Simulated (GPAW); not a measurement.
# Geometry or basis: what sets the conductance of CO in line between two W chains, part 3 of 3

How well does CO in line between two W chains conduct once its atoms have relaxed, and how much do cheaper levels lose?

GPAW 26.7.0; GPAW LCAO, PAW setups; relaxation of the junction within the symmetry of its start, lead ends held (the session's first sound run).

So far, transmission at the Fermi level (one spin): step 3 (double-zeta polarised basis, PBE, GPAW) 1.39; step 4 (basis szp(dzp), PBE, GPAW) 1.41; step 5 (basis sz(dzp), PBE, GPAW) 1.44; step 6 (RPBE) 1.38; step 7 (without the relaxation: geometry = "as built", PBE, GPAW) 1.78.

## Step 9: Comparison

The curves are compared point by point over the common energies.

This step: comparison of transmission and cost over codes, levels and geometry (GPAW 26.7.0).

Ladder, by row:

```
    step  code  T at the Fermi level (sum over the listed spins)  conductance (G0)  r.m.s. T(E) from the first  wall time (s)  peak memory (GiB)  threads
     dzp  GPAW                                             1.387             1.386                           0          388.2               2.21        1
     szp  GPAW                                             1.408             1.407                     0.09523          220.9               2.11        1
      sz  GPAW                                             1.445             1.444                       0.122          168.2               2.03        1
dzp-RPBE  GPAW                                             1.375             1.374                     0.03507          428.6               2.21        1
 asbuilt  GPAW                                             1.779             1.779                      0.6665          448.9               2.21        1
```

The transmission, zone mean, sum over the listed spins by energy, zero at the Fermi level:

| energy (eV) | dzp | szp | sz | dzp-RPBE | asbuilt |
| --- | --- | --- | --- | --- | --- |
| -2.0000 | 0.700 | 0.715 | 0.751 | 0.694 | 1.57 |
| -1.7500 | 0.697 | 0.714 | 0.752 | 0.689 | 1.61 |
| -1.5000 | 0.708 | 0.732 | 0.772 | 0.701 | 1.64 |
| -1.2500 | 0.756 | 0.788 | 0.834 | 0.750 | 1.67 |
| -1.0000 | 0.856 | 0.895 | 0.949 | 0.851 | 1.71 |
| -0.7500 | 1.01 | 1.05 | 1.11 | 1.00 | 1.74 |
| -0.5000 | 1.18 | 1.22 | 1.28 | 1.17 | 1.76 |
| -0.2500 | 1.32 | 1.35 | 1.40 | 1.31 | 1.78 |
| 0.0000 | 1.39 | 1.41 | 1.44 | 1.38 | 1.78 |
| 0.0750 | 1.39 | 1.41 | 1.44 | 1.38 | 1.78 |
| 0.1000 | 1.39 | 1.41 | 1.44 | 1.38 | 1.78 |
| 0.2500 | 1.38 | 1.39 | 1.41 | 1.37 | 1.76 |
| 0.5000 | 1.30 | 1.32 | 1.32 | 1.30 | 1.74 |
| 0.7500 | 1.20 | 1.21 | 1.20 | 1.19 | 1.71 |
| 1.0000 | 1.09 | 1.09 | 1.07 | 1.08 | 1.68 |
| 1.2500 | 0.976 | 0.995 | 0.959 | 0.977 | 1.65 |
| 1.5000 | 0.875 | 0.934 | 0.877 | 0.878 | 1.61 |
| 1.7500 | 0.112 | 0.0832 | 0.826 | 0.119 | 0.0558 |
| 2.0000 | 0.115 | 0.0868 | 0.0850 | 0.123 | 0.0510 |

## Step 10: Other settings

One more run, with changed settings.

This step: GPAW LCAO, PAW setups; Landauer transmission from Green's functions with principal layers (ASE), zero bias (GPAW 26.7.0).

Contents of run.py:

```python
import json
import numpy as np
from ase import Atoms
from ase.transport.calculators import TransportCalculator
from gpaw import GPAW, FermiDirac
from gpaw.lcao.tools import get_lcao_hamiltonian
from scipy.linalg import eigh

# The junction with lead layers at both ends, along the third cell vector
device = Atoms(
    ['W', 'W', 'W', 'W', 'W', 'W', 'W', 'W', 'C', 'O', 'W', 'W', 'W', 'W', 'W', 'W', 'W', 'W'],
    positions=[
        [4.50000, 4.50000, 1.12500],
        [4.50000, 4.50000, 3.37500],
        [4.50000, 4.50000, 5.62500],
        [4.50000, 4.50000, 7.87500],
        [4.50000, 4.50000, 10.12500],
        [4.50000, 4.50000, 12.37500],
        [4.50000, 4.50000, 14.62500],
        [4.50000, 4.50000, 16.74571],
        [4.50000, 4.50000, 18.53793],
        [4.50000, 4.50000, 19.75234],
        [4.50000, 4.50000, 21.60751],
        [4.50000, 4.50000, 23.67070],
        [4.50000, 4.50000, 25.92070],
        [4.50000, 4.50000, 28.17070],
        [4.50000, 4.50000, 30.42070],
        [4.50000, 4.50000, 32.67070],
        [4.50000, 4.50000, 34.92070],
        [4.50000, 4.50000, 37.17070]],
    cell=[[9.0, 0.0, 0.0], [0.0, 9.0, 0.0], [0.0, 0.0, 38.2957]],
    pbc=True)

# One principal layer of the lead: the first 5 atoms of the device
lead = Atoms(
    ['W', 'W', 'W', 'W', 'W'],
    positions=[
        [4.50000, 4.50000, 1.12500],
        [4.50000, 4.50000, 3.37500],
        [4.50000, 4.50000, 5.62500],
        [4.50000, 4.50000, 7.87500],
        [4.50000, 4.50000, 10.12500]],
    cell=[[9.0, 0.0, 0.0], [0.0, 9.0, 0.0], [0.0, 0.0, 11.25]],
    pbc=True)

settings = dict(mode='lcao', basis='dzp', xc='PBE', h=0.4,
                occupations=FermiDirac(0.1), maxiter=75,
                mixer=dict(beta=0.1, nmaxold=8, weight=100.0),
                convergence=dict(density=0.0001))
energies = np.arange(-2, 2 + 1e-9, 0.025)
eta = 0.0001
n1, n2 = 1, 1
# k and -k transmit alike, so half of the mesh across the current serves
mesh = [(i, j) for i in range(n1) for j in range(n2) if (i, j) <= (-i % n1, -j % n2)]
weights = np.array([1 if (i, j) == (-i % n1, -j % n2) else 2 for i, j in mesh]) / (n1 * n2)


def ground_state(atoms, size, txt):
    atoms.calc = GPAW(kpts={'size': size, 'gamma': True}, symmetry={'tolerance': 1e-3}, txt=txt, **settings)
    atoms.get_potential_energy()
    return atoms.calc.get_fermi_level()


def blocks(atoms, fermi, points, nz, cells):
    """H - E_F S and S between cell 0 and the cells above it, at each point across the current."""
    kz = np.arange(nz) / nz
    calc = atoms.calc.fixed_density(kpts=[(*k, z) for k in points for z in kz], symmetry='off', txt=None)
    H, S = get_lcao_hamiltonian(calc)
    H = (H - fermi * S).reshape(len(H), len(points), nz, *S.shape[1:])
    S = S.reshape(H.shape[1:])
    phases = [np.exp(-2j * np.pi * kz * R) / nz for R in cells]
    return [(np.einsum('skzij,z->ksij', H, p), np.einsum('kzij,z->kij', S, p)) for p in phases]


def pair(a, b):
    return np.block([[a, b], [b.T.conj(), a]])


def count_channels(h, s, cells, nk=240):
    """Half the number of times that the lead's bands cross each energy, unfolded to its shortest repeat."""
    b = len(h) // cells
    bands = []
    for k in (np.arange(nk + 1) + 0.5) / nk:
        hk, sk = h[:b, :b].copy(), s[:b, :b].copy()
        for R in range(1, cells):
            phase, block = np.exp(2j * np.pi * k * R), slice(R * b, (R + 1) * b)
            hk += h[:b, block] * phase + (h[:b, block] * phase).T.conj()
            sk += s[:b, block] * phase + (s[:b, block] * phase).T.conj()
        w, u = eigh(sk)
        x = u[:, w > 1e-5] / w[w > 1e-5]**0.5  # drop near-dependent combinations
        bands.append(np.r_[eigh(x.T.conj() @ hk @ x, eigvals_only=True), [1e9] * (w <= 1e-5).sum()])
    below = np.array(bands)[:, :, None] < energies
    return (below[1:] != below[:-1]).sum((0, 1)) / 2


fermi_lead = ground_state(lead, (1, 1, 10), 'lead.txt')
fermi_device = ground_state(device, (1, 1, 2), 'device.txt')
T, channels, eigen, tail, misfit, shifts = [], [], [], 0.0, 0.0, []
for first in range(0, len(mesh), 342):
    points = [(i / n1, j / n2) for i, j in mesh[first:first + 342]]
    (H0k, S0k), (H1k, S1k), (H2k, _) = blocks(lead, fermi_lead, points, 5, range(3))
    [(Hk, Sk)] = blocks(device, fermi_device, points, 2, [0])
    tail = max(tail, abs(H2k).max())
    for H0, S0, H1, S1, H, S in zip(H0k, S0k, H1k, S1k, Hk, Sk):
        n = len(S0)
        # Shift the lead onto the potential of the device's first layer
        shift = ((H[:, 0, 0] - H0[:, 0, 0]) / S0[0, 0]).real.mean()
        shifts.append(shift)
        misfit = max(misfit, abs(H[:, :n, :n] - H0 - shift * S0).max())
        Tk, Ck, Ek = [], [], []
        for s in range(len(H)):
            t = s % len(H0)  # a lead without moments serves both spins
            h1, s1 = pair(H0[t] + shift * S0, H1[t] + shift * S1), pair(S0, S1)
            leads = dict(h1=h1, s1=s1, energies=energies, eta=eta, eta1=eta, eta2=eta)
            calc = TransportCalculator(h=H[s], s=S, eigenchannels=3, **leads)
            Tk.append(calc.get_transmission())
            Ek.append(np.sort(calc.eigenchannels_ne, axis=0)[::-1])
            Ck.append(count_channels(h1, s1, 10))
        T.append(Tk)
        channels.append(Ck)
        eigen.append(Ek)
T, channels = np.array(T), np.array(channels)
mean, open_channels = np.einsum('kse,k->se', T, weights), np.einsum('kse,k->se', channels, weights)

print(f'basis functions: device {len(S)}, principal layer {n}')
print(f'Fermi level: lead {fermi_lead:.4f} eV, device {fermi_device:.4f} eV; lead shifted by {np.mean(shifts):.4f} eV')
print(f'largest coupling past the next layer {tail:.2e} eV, largest misfit of the first layer {misfit:.3f} eV')
print('  E-E_F (eV)   ' + 'T (one spin)  channels')
for e, t, c in zip(energies, mean.T, open_channels.T):
    print(f'{e:10.3f}  ', *[f'{x:11.4e}' for x in t], *[f'{x:9.4f}' for x in c])

kT = 8.617333e-5 * 300
fine = np.linspace(energies[0], energies[-1], 4001)
both = np.exp(np.interp(fine, energies, np.log(np.maximum(mean.sum(0) * 2 / len(mean), 1e-30))))
fermi = lambda mu: 1 / (1 + np.exp(np.clip((fine - mu) / kT, -200, 200)))
slope = fermi(0) * (1 - fermi(0)) / kT
G = np.trapezoid(both * slope, fine) / 2
seebeck = -np.trapezoid(both * slope * fine, fine) / (2 * G * 300) * 1e6
print(f'conductance at 300 K: {G:.5g} G0 a cell; thermopower {seebeck:.4g} uV/K')
bias = [0.1, 0.2, 0.5, 1.0, 1.5, 2.0]
current = [38.74 * np.trapezoid(both * (fermi(V / 2) - fermi(-V / 2)), fine) for V in bias]
for V, I in zip(bias, current):
    print(f'current from the zero-bias T(E) at {V} V: {I:.5g} uA')
zero = abs(energies).argmin()
json.dump(dict(energies=energies.tolist(), T=mean.tolist(), channels=open_channels.tolist(), G=G, seebeck=seebeck,
               bias=bias, current=current, tail=tail, misfit=misfit, shift=np.mean(shifts), n_device=len(S), n_lead=n,
               fermi=[fermi_lead, fermi_device], energy=device.get_potential_energy(),
               moments=device.get_magnetic_moments().tolist(), mesh=mesh, weights=weights.tolist(),
               T_k=T[:, :, zero].tolist(), eigen=np.array(eigen[0]).tolist()), open('result.json', 'w'))
```

On the command line:

```sh
$ OMP_NUM_THREADS=1 OPENBLAS_NUM_THREADS=1 python run.py
```

The log of the run:

```text
basis functions: device 490, principal layer 145
Fermi level: lead -2.6565 eV, device -2.6666 eV; lead shifted by 0.0082 eV
largest coupling past the next layer 7.88e-06 eV, largest misfit of the first layer 0.066 eV
  E-E_F (eV)   T (one spin)  [channel counts left out]
    -2.000    7.8641e-01
    -1.975    7.8549e-01
    -1.950    7.8440e-01
    -1.925    7.8312e-01
    -1.900    7.8162e-01
    -1.875    7.7987e-01
    -1.850    7.7780e-01
    -1.825    7.7529e-01
    -1.800    7.7216e-01
    -1.775    7.6813e-01
    -1.750    7.6027e-01
    -1.725    7.5137e-01
    -1.700    7.3075e-01
    -1.675    6.5746e-01
    -1.650    1.2110e+00
    -1.625    8.6767e-01
[...]
1.825    7.2572e-02
     1.850    7.2244e-02
     1.875    7.2854e-02
     1.900    7.2012e-02
     1.925    7.1977e-02
     1.950    7.1782e-02
     1.975    7.1412e-02
     2.000    7.0849e-02
conductance at 300 K: 1.5138 G0 a cell; thermopower -0.8195 uV/K
current from the zero-bias T(E) at 0.1 V: 11.722 uA
current from the zero-bias T(E) at 0.2 V: 23.393 uA
current from the zero-bias T(E) at 0.5 V: 55.019 uA
current from the zero-bias T(E) at 1.0 V: 109.41 uA
current from the zero-bias T(E) at 1.5 V: 160.6 uA
current from the zero-bias T(E) at 2.0 V: 206.82 uA
```

Elapsed: 3.2 min, on 1 thread of Arm Neoverse V1, shared host; peak memory 0.67 GiB.

The run finished. A setting was moved off its sound value on purpose, so it serves as a test and not as the result.

The fault put into the input: a grid far too coarse (h = 0.4).

Side by side:

```csv
quantity,this run,sound run,difference
conductance (G₀),1.5138,1.3859,0.128
largest coupling past the next principal layer (eV),7.882e-6,7.883e-6,-7.7e-10
largest misfit of the first principal layer (eV),0.066000,0.074421,-0.00842
shift that aligns the lead (eV),0.0082261,-0.0026036,0.0108
transmission at the Fermi level (one spin),1.5156,1.3873,0.128
```

The two runs differ clearly in the transmission at the Fermi level (one spin): 1.52 against 1.39.

## Step 11: Outcome

```json
{
  "conductance": "1.39 G₀",
  "transmission at the Fermi level, mean of the spins": "1.39"
}
```

In words: In the dzp basis the junction conducts 1.39 G₀ at 300 K, with T = 1.39 a spin at the Fermi level; the sz basis reaches that conductance within 10 %. Relaxation moved atoms by up to 0.19 Å and took the conductance from 1.78 to 1.39 G₀, as a ratio a larger change than the step from dzp to the minimal basis. At the Fermi level the three most open eigenchannels pass 0.66, 0.66 and 0.070. Measured against the first run (dzp), the nearest curve is that of dzp-RPBE (r.m.s. 0.035) and the farthest that of asbuilt (0.67). Over the compared runs wall time goes from 168 s (sz) to 449 s (asbuilt), on a shared host. The leads kept an estimated spacing and the cell its length, so the junction may be under some tension or compression. The geometry comes from the orbital basis, which tends to overbind, and kept the symmetry of the start, so a structure of lower symmetry may lie lower. The run had no spin polarisation, so a magnetic state, which chains and small molecules with open shells often have, wasn't tested. Spin-orbit coupling is left out, which matters for the heavy atoms here. An evenly spaced straight chain is an idealisation: free chains tend to dimerise, zigzag or, where a band edge lies near the Fermi level, turn magnetic. The currents use the zero-bias T(E) throughout, which holds only while the bias is small against the distance to the nearest feature. The thermopower isn't quoted: it samples T(E) farther from the Fermi level than the conductance does, and the energy grid wasn't tested for it.

[Logs are printed without paths, hosts, clocks, repeated set-up lines and the standing remarks that a program may print on its own settings, such as how far it seeks lower states.]

[Hosts, paths, dates, database ids (printed as entryN), source tags and the programs' standing remarks are cut or masked in the printed files.]
